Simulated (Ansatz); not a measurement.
Consider BaNaBiWO6 (F-43m).

The structure is cubic, space group F-43m (No. 216). Conventional cell: a = 8.565 Å, b = 8.565 Å, c = 8.565 Å, α = 90.00°, β = 90.00°, γ = 90.00°. Nearest to Na lie 12 O at 3.04 Å. Nearest to Ba lie 12 O at 3.04 Å. Bi has 6 O at 2.35 Å nearest. Nearest to W lie 6 O at 1.94 Å. Nearest to O lie 1 W at 1.94 Å and 1 Bi at 2.35 Å and 2 Ba at 3.04 Å and 2 Na at 3.04 Å. Farther neighbours and most contacts between anions are not listed.

```xyz
10
Lattice="0.0000 4.2826 4.2826 4.2826 0.0000 4.2826 4.2826 4.2826 0.0000" Properties=species:S:1:pos:R:3 pbc="T T T"
Na    6.4239    6.4239    6.4239
Ba    2.1413    2.1413    2.1413
Bi    0.0000    0.0000    0.0000
W     4.2826    4.2826    4.2826
O     2.3453    4.2826    4.2826
O     6.2199    4.2826    4.2826
O     4.2826    4.2826    6.2199
O     4.2826    4.2826    2.3453
O     4.2826    2.3453    4.2826
O     4.2826    6.2199    4.2826
```

The cell is the Materials Project's (PBE, PBE+U or r2SCAN) relaxed one; the ions were relaxed with PBE or PBE+U in the database cell. Spin-orbit coupling is left out unless a run names it.

Gaps computed with Ansatz 0.2.0 without a self-energy: LDA 1.93 eV, PBEsol 1.95 eV, PBE 2.01 eV, r2SCAN 2.28 eV, PBE0 3.70 eV and DDH-PBE0 3.18 eV. The mean ε∞ by PBE perturbation theory is 5.69.

What gap should G0W0 on PBE give (4×4×4 mesh, 861 empty bands, screening to 180 eV, PAW set soft_1 files)?

About 2.95 eV: on its mesh the run moves the gap from 2.01 eV by +0.94 eV. Among the scalar-relativistic levels given, DDH-PBE0 is nearest (+0.23 eV). One-shot corrections scale roughly with one over ε∞, here 0.18. Bands and cutoff are finite, so the gap is not at the basis limit. The miss can reach some tenths of an eV and take either sign; the mesh is an error of its own. Where an edge is built on 6p states of lead, bismuth or thallium, scalar-relativistic gaps usually stand too wide, by a few tenths to over one eV. The many-body steps are scalar-relativistic: spin-orbit coupling is not in them.

[Paths, hosts, dates, memory and timing lines, banners, echoed tables and standing remarks are left out of the program output.]

[Logs are printed without paths, hosts, clocks, repeated set-up lines and the standing remarks that a program may print on its own settings, such as how far it seeks lower states.]

[Runs of the session that timed out or met a known fault of the program may be left out.]

[Cells called generated may have been cut or substituted from an entry of the Crystallography Open Database or the Materials Project.]

[Hosts, paths, dates, database ids (printed as entryN), source tags and the programs' standing remarks are cut or masked in the printed files.]
